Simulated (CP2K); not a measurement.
Consider hydroxyallene at its PBE geometry (Å).

```xyz
8

C     1.5183    0.1694    0.3278
C     0.3007   -0.1729   -0.0210
C    -0.9189   -0.5183   -0.3710
O    -2.0608    0.2630   -0.2429
H     1.9086   -0.0323    1.3304
H     2.1992    0.6681   -0.3692
H    -1.1498   -1.4883   -0.8119
H    -1.7973    1.1114    0.1578
```

Method: CP2K XAS_TDP, all-electron GAPW, PBEh(45%), aug-cc-pVDZ, TDA, no relativity.

Question: Predict the bright core excitations at the O K edge.

Leading lines: O4 530.49 eV. The leading line of an atom is its first one with 35 % of the strongest within 2.5 eV of its lowest line over the strength cut. 

The first six lines of each atom with a strength over 0.0015:

| atom | energy (eV) | states | strength, one atom |
| --- | --- | --- | --- |
| O4 (bonded to C and H) | 530.49 | 1 | 0.0144 |
|  | 531.51 | 1 | 0.0274 |
|  | 531.81 | 1 | 0.0109 |
|  | 532.88 | 1 | 0.0021 |
|  | 533.32 | 1 | 0.0017 |
|  | 533.70 | 2 | 0.0112 |

Lines are vertical, at one geometry, with no vibrational structure. Without a correction of the core level, line positions, and the gaps between valence and Rydberg lines, follow the share of exact exchange. At this level such K lines come out 3 to 6 eV under measured ones. These values hold no scalar relativity, about 0.4 eV for O 1s. Rydberg lines, and the discretised continuum above threshold, depend on the basis and the box.

[Banner, clock and machine lines of the logs are left out without a mark of their own.]

[Logs are printed without paths, hosts, clocks, repeated set-up lines and the standing remarks that a program may print on its own settings, such as how far it seeks lower states.]

[Hosts, paths, dates, database ids (printed as entryN), source tags and the programs' standing remarks are cut or masked in the printed files.]
